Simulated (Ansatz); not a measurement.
# 2H-VSeTe monolayer in a perpendicular field, part 2 of 3

Wanted: the out-of-plane response of the 2H-VSeTe monolayer. A positive field points along +c.

Ansatz 0.2.0; plane-wave DFT, PBE-D3(BJ), Ansatz PAW.

So far. Step 2 (Relaxing the slab): The lattice constant a goes from 3.465 to 3.422 Å.

## 3. Single point, field 0

A sawtooth potential applies the field, turning back in the middle of the vacuum. With the dipole correction the typed value is the field outside the slab. The induced dipole is small, so the SCF threshold is tight.

The cell differs from the one that the last finished run ended in (c 38.182 → 21.348 Å).

The input, input.yaml:

```yaml
crystal:
  lattice:
    - [3.4224685164, 0.0, 0.0]
    - [-1.7112342582, 2.9639446789, 0.0]
    - [0.0, 0.0, 21.3475834258]
  atoms:
    - { symbol: Te, position: [0.3333333333, 0.6666666667, 0.421593387], spin: -0.05 }
    - { symbol: V, position: [0.0, 0.0, 0.5080403252], spin: 0.85 }
    - { symbol: Se, position: [0.3333333333, 0.6666666667, 0.578406613], spin: -0.02 }
magnetization:
  spin_polarized: true
kpoints:
  mp_grid: { grid: [18, 18, 1] }
  band_path:
    path: [[0, 0, 0], [0.5, 0, 0], [0.33333333, 0.33333333, 0], [0, 0, 0]]
    npoints: 16
hamiltonian:
  xc: pbe
  dispersion: d3bj
scf:
  occupations: { method: fermi_dirac, width: 0.02585 }
  convergence: { dr2_threshold: 1.0e-10 }
efield:
  axis: 3
  dipole_correction: true
  ramp_position: 0.97
  ramp_width: 0.06
  amplitude: 0
output:
  dos: { projected: true, e_range: [-6, 5] }
  write_potential: true
  write_density: true
  volumetric_format: npy
  elf: true
```

The run is started by

```bash
$ ansatz run input.yaml --threads 2 --pin off --max-ram 3072MiB --backend cpu --events-out ev --progress --plain --runs-dir out
```

Numbers of over 12 decimals in the logs are rounded to 6 here.

The log of the run:

```text
[...]
Crystal: 3 atoms, lattice volume = 216.550 Å³
Basis set: ecut = 420 eV, 4223 PW (Γ)
Bands: 28, of which v1, the nominal top of the filled ones, is band 23 counted from 1 (22 counted from 0)
Symmetry: 6 space group operations
k-points: 37 of 324 (time reversal used)
[...]
Starting moments: Σ|m| = 0.92 μB on 3 of 3 sites
[...]
SCF iter   1: F=—  HF=-15363.371515 eV  |F-HF|=—  |Δ(HF+E_count)|=         —  Δρ=1.18e-2 (↑1.18e-2 ↓9.02e-3)  dr2=1.64e0  dr2_m=5.53e-2  M=0.584 μB ∫|m|=0.668 μB  β_m=1.00  ethr=3.10e-3  p=-0.000 e·Å  D=-1.40e-7 V/Å  ΔV_dip=0.00 eV  dr2_dipole=5.73e-3  V_vac-E_F(+/−)=5.88/5.88 eV  ⟨swp⟩=10.6  Hψ=10911  notcnv=0
[...]
efield: sawtooth ramp at fractional position 0.9700 (set: `efield.ramp_position`, or a place that a band, a saddle search or an elastic batch's reference lends), width 0.0600; the density the first Hamiltonian is built on has a dipole p = -0.000 e·Å; the dipole correction subtracts the counter field D = -1.40e-7 V/Å, which shifts the + side's vacuum level by +0.00 eV against the − side's; the planar-averaged density in the ramp window peaks in size at 1.0e-5 e/Å³
[...]
SCF iter   2: F=—  HF=-15363.483986 eV  |F-HF|=—  |Δ(HF+E_count)|=   1.12e-1  Δρ=6.05e-3 (↑4.84e-3 ↓6.05e-3)  dr2=2.94e-1  dr2_m=4.16e-3  M=0.690 μB ∫|m|=0.756 μB  β_m=0.37  ethr=3.10e-3  p=-0.031 e·Å  D=-2.56e-2 V/Å  ΔV_dip=0.55 eV  dr2_dipole=5.89e-3  V_vac-E_F(+/−)=5.43/4.88 eV  ⟨swp⟩=2.5  Hψ=3313  notcnv=0  defer=74
density mixer auto → msr1: a metal under ldos (density of states about μ 1.10 of a free-electron gas's, 14 screened modes)
SCF iter   3: F=—  HF=-15363.817119 eV  |F-HF|=—  |Δ(HF+E_count)|=   3.33e-1  Δρ=6.14e-3 (↑4.71e-3 ↓6.14e-3)  dr2=4.13e-2  dr2_m=4.59e-2  M=0.849 μB ∫|m|=0.946 μB  β_m=0.68  ethr=6.54e-4  p=-0.023 e·Å  D=-1.95e-2 V/Å  ΔV_dip=0.42 eV  dr2_dipole=1.24e-3  V_vac-E_F(+/−)=5.12/4.70 eV  ⟨swp⟩=2.1  Hψ=2881  notcnv=0  defer=74
[...]
SCF iter  15: F=-15363.982627 eV  HF=-15363.982627 eV  |F-HF|=1.64e-11  |Δ(HF+E_count)|=  4.55e-11  Δρ=2.75e-8 (↑2.75e-8 ↓1.71e-8)  dr2=4.99e-12  dr2_m=3.50e-13  M=0.992 μB ∫|m|=1.272 μB  ethr=1.00e-12  p=-0.028 e·Å  D=-2.37e-2 V/Å  ΔV_dip=0.51 eV  dr2_dipole=1.04e-13  V_vac-E_F(+/−)=5.29/4.79 eV  ⟨swp⟩=9.9  Hψ=6971  notcnv=0
SCF 1 converged in 15 iterations: F = -15363.982627 eV  dr2 = 4.99e-12
[...]
NSCF: frozen V_eff on 49 k-points
efield: sawtooth ramp at fractional position 0.9700 (kept from the solve that this one continues, or follows in the run), width 0.0600; the density the first Hamiltonian is built on has a dipole p = -0.028 e·Å; the dipole correction subtracts the counter field D = -2.37e-2 V/Å, which shifts the + side's vacuum level by +0.51 eV against the − side's; the planar-averaged density in the ramp window peaks in size at 1.1e-5 e/Å³
SCF converged after 15 iterations
Magnetization: 0.9924 μB (22.9962 up, 22.0038 down)
Absolute magnetization: 1.2725 μB (∫|ρ↑−ρ↓|, with the PAW one-centre terms)
[...]
Per-site moments (μB) at R_I (Å): [(-0.056468, 1.115281), (0.873895, 1.023872), (-0.016828, 1.023872)]
Free energy (F): -15363.982627 eV
[...]
Internal energy: -15363.981835 eV  (E = F + TS)
E sigma→0 (E₀):  -15363.982231 eV
Entropy (-TS):   -0.000792 eV (-0.264 meV/atom)
Fermi energy:    -0.093315 eV
Dipole field:    D = -0.023689 V/Å  (p = -0.028350 e·Å, saw-weighted, corrected)
Work function:   Φ+ = 5.2931 eV   Φ− = 4.7874 eV
Levels:          The Fermi level and band energies are counted from a zero that moves with the ramp; work functions are not
[...]
--- Band table (eV; the first three rows and the last of 74) ---
  k-point 0 ↑: bands = [... 19 lower, -1.9152, -0.6812, -0.6812, -0.1455, 2.4036, 2.4036, 3.1722, 3.1722, ... 1 higher]
  k-point 1 ↑: bands = [... 19 lower, -1.8930, -0.7293, -0.7183, -0.1499, 2.2487, 2.3874, 2.8640, 3.1092, ... 1 higher]
  k-point 2 ↑: bands = [... 19 lower, -1.8707, -0.8828, -0.8132, -0.1864, 1.9270, 2.2195, 2.2999, 2.9848, ... 1 higher]
  k-point 36 ↓: bands = [... 19 lower, -3.2223, -3.0533, -1.3027, 0.5808, 1.5509, 1.9582, 2.3666, 3.3166, ... 1 higher]
```

It took 29 s on 2 threads of Intel Xeon Platinum 8488C (Sapphire Rapids), shared host; peak memory 0.87 GiB; 58 s of CPU time.

The column dr2 measures how far the density is from self-consistency, as an energy; F and HF (Harris–Foulkes) agree once it is small.

Numbers from this step:

* energy at zero smearing: -15363.9822 eV
* total moment: 0.9924 μB
* site moments: -0.05647, 0.8739, -0.01683 μB
* dipole along the normal: -0.02835 e·Å
* gap along the path: 0.108 eV
* step between the vacuum levels: 0.5057 eV
* ionisation energy, upper face: 5.345 eV
* electron affinity, upper face: 5.237 eV
* ionisation energy, lower face: 4.840 eV
* gap, the smaller of path and mesh: 0.108 eV

Running mean over a fixed 2.5 Å (it still follows the layers) of the planar mean; the ramp of the sawtooth is left out. Table of electron's electrostatic potential energy less the Fermi level by z:

```
z (Å)  electron's electrostatic potential energy less the Fermi level (eV)
  3.0                                                                 4.79
  3.5                                                                 4.79
  4.0                                                                 4.79
  4.5                                                                 4.79
  5.0                                                                 4.78
  5.5                                                                 4.77
  6.0                                                                 4.71
  6.5                                                                 4.47
  7.0                                                                 3.52
  7.5                                                                 1.96
  8.0                                                                0.914
  8.5                                                               -0.751
  9.0                                                                -2.32
  9.5                                                                -3.75
 10.0                                                                -4.65
 10.5                                                                -5.74
 11.0                                                                -5.93
 11.5                                                                -5.83
 12.0                                                                -4.68
 12.5                                                                -2.43
 13.0                                                               -0.234
 13.5                                                                 1.74
 14.0                                                                 3.53
 14.5                                                                 4.82
 15.0                                                                 5.19
 15.5                                                                 5.27
 16.0                                                                 5.29
 16.5                                                                 5.29
 17.0                                                                 5.29
 17.5                                                                 5.29
 18.0                                                                 5.29
```

The density of states has structure finer than the step of the table below, so its rows give means over 0.25 eV, whole bins alone (the curve runs from -6 to 2.05 eV). Peaks (eV: height): total -3.350: 6.48, -1.450: 6.18, -1.370: 9.89, -1.200: 9.46, -0.430: 7.82, 1.770: 9.87, 1.940: 12.9; up -3.350: 4.74, -1.810: 3.75, -1.450: 4.94, -1.370: 7.35, -0.430: 6.96, 0.970: 5.26, 1.860: 3.58; down -4.150: 2.76, -3.190: 4.76, -1.290: 3.52, -1.200: 7.82, 0.400: 3.64, 1.770: 8.11, 1.940: 11.0.

Density of states against energy, zero at the Fermi level of the run, which the smearing sets inside the gap; means over each step; values in states/eV a cell:

```
energy (eV)    total       up    down
      -5.75  0.00462  0.00462       0
      -5.50    0.550    0.345   0.205
      -5.25    0.816    0.428   0.388
      -5.00     1.25    0.776   0.473
      -4.75     1.90    0.994   0.908
      -4.50     2.32     1.21    1.11
      -4.25     3.26     1.63    1.63
      -4.00     1.77    0.622    1.15
      -3.75     1.80     1.05   0.749
      -3.50     2.72     1.83   0.890
      -3.25     3.72     1.45    2.27
      -3.00     1.80    0.958   0.843
      -2.75     1.77    0.922   0.850
      -2.50     2.01     1.11   0.896
      -2.25     2.66     1.55    1.11
      -2.00     3.02     1.45    1.57
      -1.75     2.75     1.56    1.19
      -1.50     2.93     1.76    1.17
      -1.25     5.39     2.50    2.89
      -1.00     2.37     1.37    1.01
      -0.75     1.86     1.09   0.767
      -0.50     3.50     2.43    1.06
      -0.25     2.04     1.49   0.547
       0.00    0.445    0.236   0.210
       0.25     1.21        0    1.21
       0.50     2.24    0.228    2.02
       0.75     2.03     1.41   0.617
       1.00     3.21     3.18  0.0281
       1.25     1.22     1.22       0
       1.50    0.913    0.674   0.239
       1.75     4.95     1.66    3.29
```

Projected DOS per atom over height of the atomic layer and energy from the Fermi level. Layers: Te V Se from below.

Ten even steps from '_' (0.00 states/eV) to '@' (4.03 states/eV), each cell a mean:
```
..@@..
__::__
__--__
__++__
__==__
__..__
..==__
..::__
--::..
------
..::::
..::::
....::
..__::
::..--
..__::
..__::
::..--
::__..
..____
______
______
```
Columns: height of the atomic layer (Å) from 9 to 12.3 (not evenly spaced); rows upwards: energy from the Fermi level (eV) from -5.96 to 2.05.

Projected DOS per atom, spin up over height of the atomic layer and energy from the Fermi level. Layers: Te V Se from below.

Ten even steps from '_' (0.00 states/eV) to '@' (1.77 states/eV), each cell a mean:
```
..**::
__::__
..**__
..@@__
______
______
..%%..
..==__
::--..
++==--
..--::
..----
..::::
....::
::..--
::..::
..__::
::..==
::....
..__..
..____
______
```
Columns: height of the atomic layer (Å) from 9 to 12.3 (not evenly spaced); rows upwards: energy from the Fermi level (eV) from -5.96 to 2.05.

Projected DOS per atom, spin down over height of the atomic layer and energy from the Fermi level. Layers: Te V Se from below.

Values in states/eV, 22 rows by 3 columns, each cell a mean:
```
0.42 2.92 0.19
0.15 0.68 0.02
0.00 0.00 0.00
0.01 0.35 0.06
0.11 1.50 0.15
0.03 0.37 0.06
0.22 0.40 0.02
0.45 0.32 0.11
0.74 0.39 0.54
0.63 0.56 0.71
0.33 0.42 0.52
0.33 0.40 0.54
0.27 0.22 0.40
0.31 0.16 0.42
0.67 0.31 0.78
0.30 0.14 0.37
0.37 0.20 0.52
0.46 0.23 0.68
0.45 0.15 0.28
0.26 0.07 0.10
0.16 0.04 0.05
0.00 0.00 0.00
```
Columns: height of the atomic layer (Å) from 9 to 12.3 (not evenly spaced); rows upwards: energy from the Fermi level (eV) from -5.96 to 2.05.

Deep bands are left out, so band numbers here count from the lowest band kept and differ from the log's. Electronic bands along the path, in eV, zero at the Fermi level of the run, which the smearing sets inside the gap; # counts the bands kept:

```
  point  up #5  up #6  up #7  up #8  down #4  down #5  down #6  down #7
      Γ  -0.59  -0.59  -0.05   2.50    -1.35    -0.09    -0.09     0.87
halfway  -1.39  -0.88  -0.49   1.07    -1.52    -1.31    -0.44     0.38
      M  -1.44  -0.73  -0.55   0.81    -1.93    -1.27    -0.45     0.07
halfway  -2.30  -1.38  -0.30   0.70    -2.52    -2.18    -1.22     0.51
      K  -3.13  -1.40  -0.18   0.50    -3.13    -2.96    -1.21     0.67
halfway  -1.50  -1.12  -0.40   0.95    -2.06    -1.28    -0.91     0.43
      Γ  -0.59  -0.59  -0.05   2.50    -1.35    -0.09    -0.09     0.87
```

Spin density in the ca plane at fractional y = 0.667, with atoms of Te and Se within 0.2 Å of it.

Values in e/Å³, 5 rows by 16 columns, each cell a mean:
```
 0.000  0.000  0.000  0.000 -0.001 -0.004  0.010  0.054  0.007  0.000  0.000  0.000  0.000  0.000  0.000  0.000
 0.000  0.000  0.000  0.000 -0.003 -0.007  0.006  0.035  0.001 -0.001  0.001  0.000  0.000  0.000  0.000  0.000
 0.000  0.000  0.000 -0.001 -0.005 -0.005 -0.006  0.003 -0.008  0.008  0.003  0.000  0.000  0.000  0.000  0.000
 0.000  0.000  0.000 -0.001 -0.004 -0.003 -0.008 -0.003 -0.004  0.014  0.004  0.000  0.000  0.000  0.000  0.000
 0.000  0.000  0.000  0.000 -0.004 -0.008  0.001  0.019 -0.005  0.000  0.001  0.000  0.000  0.000  0.000  0.000
```
Columns run along c (16.0 Å, from fractional 0.17 to 0.92 of the cell), rows up along a (3.4 Å). Atoms in or near the plane, at fractional coordinates: Te at (0.42, 0.33), Se at (0.58, 0.33).

ELF in the ca plane at fractional y = 0.667, with atoms of Te and Se within 0.2 Å of it. It is the smooth field of the valence electrons, not physical close to the nuclei.

Values, 5 rows by 16 columns, each cell a mean:
```
0.00 0.00 0.00 0.00 0.00 0.05 0.22 0.37 0.17 0.11 0.28 0.14 0.02 0.00 0.00 0.00
0.00 0.00 0.00 0.00 0.02 0.25 0.51 0.50 0.33 0.24 0.59 0.49 0.15 0.01 0.00 0.00
0.00 0.00 0.00 0.01 0.16 0.70 0.58 0.22 0.44 0.48 0.59 0.82 0.56 0.08 0.00 0.00
0.00 0.00 0.00 0.01 0.20 0.75 0.52 0.10 0.40 0.48 0.42 0.82 0.63 0.10 0.00 0.00
0.00 0.00 0.00 0.00 0.06 0.46 0.64 0.47 0.43 0.37 0.73 0.72 0.33 0.03 0.00 0.00
```
Columns run along c (16.0 Å, from fractional 0.09 to 0.84 of the cell), rows up along a (3.4 Å). Atoms in or near the plane, at fractional coordinates: Te at (0.42, 0.33), Se at (0.58, 0.33).

Electrostatic potential energy in the ca plane at fractional y = 0.667, with atoms of Te and Se within 0.2 Å of it. With pseudopotentials it is smooth inside the atoms' cores, unlike the true potential.

Values in eV, 5 rows by 16 columns, each cell a mean:
```
  5   5   5   5   5   4   2   1  -3  -6   2   4   5   5   5   5
  5   5   5   5   5   4  -1  -7  -2  -3  -4   2   5   5   5   5
  5   5   5   5   5   4  -9  -4  -6  -4 -15  -9   5   5   5   5
  5   5   5   5   5   3  -7   3  -8  -5 -11 -10   4   5   5   5
  5   5   5   5   5   4  -6 -12  -3  -2 -11  -3   5   5   5   5
```
Columns run along c (16.0 Å, from fractional 0.09 to 0.84 of the cell; values clipped at the 3rd and 97th percentile), rows up along a (3.4 Å). Atoms in or near the plane, at fractional coordinates: Te at (0.42, 0.33), Se at (0.58, 0.33).

The gap is 0.11 eV, with the valence edge 5.35 eV and the conduction edge 5.24 eV under the upper vacuum level. Spin-orbit coupling, left out in this run, matters for the bands of elements this heavy.

## 4. Single point, field 0.1 V/Å

Changes to input.yaml since step 3:

```diff
@@ -27,5 +27,4 @@
   ramp_width: 0.06
-  amplitude: 0
+  amplitude: 0.1
 output:
-  dos: { projected: true, e_range: [-6, 5] }
   write_potential: true
@@ -33,2 +32 @@
   volumetric_format: npy
-  elf: true
```

The log of the run:

```text
[...]
Crystal: 3 atoms, lattice volume = 216.550 Å³
Basis set: ecut = 420 eV, 4223 PW (Γ)
Bands: 28, of which v1, the nominal top of the filled ones, is band 23 counted from 1 (22 counted from 0)
Symmetry: 6 space group operations
k-points: 37 of 324 (time reversal used)
[...]
Starting moments: Σ|m| = 0.92 μB on 3 of 3 sites
[...]
k-point 1 ↑: bands = [... 19 lower, -1.9041, -0.7390, -0.7274, -0.1502, 2.2447, 2.3826, 2.8480, 3.0944, ... 1 higher]
  k-point 2 ↑: bands = [... 19 lower, -1.8776, -0.8944, -0.8225, -0.1874, 1.9237, 2.2046, 2.2943, 2.9707, ... 1 higher]
  k-point 36 ↓: bands = [... 19 lower, -3.2285, -3.0612, -1.3129, 0.5700, 1.5400, 1.9478, 2.3564, 3.3055, ... 1 higher]
[key lines of the parts left out:]
SCF converged after 15 iterations
Magnetization: 0.9913 μB (22.9956 up, 22.0044 down)
Free energy (F): -15363.981438 eV
Fermi energy:    -0.097602 eV
Dipole field:    D = 0.003831 V/Å  (p = 0.004585 e·Å, saw-weighted, corrected)
```

Elapsed: 30 s, on 2 threads; peak memory 0.86 GiB; 59 s of CPU time.

The dipole is 0.00458 e·Å, 0.0329 e·Å from its value without field, and the gap 0.101 eV.

[end of part 2 of 3]

[Logs are printed without paths, hosts, clocks, repeated set-up lines and the standing remarks that a program may print on its own settings, such as how far it seeks lower states.]

[Hosts, paths, dates, database ids (printed as entryN), source tags and the programs' standing remarks are cut or masked in the printed files.]

[Maps of the electrostatic potential energy from Ansatz leave out the sawtooth potential of an applied field or a dipole correction, so their vacuum need not be flat; planar profiles and work functions include it.]
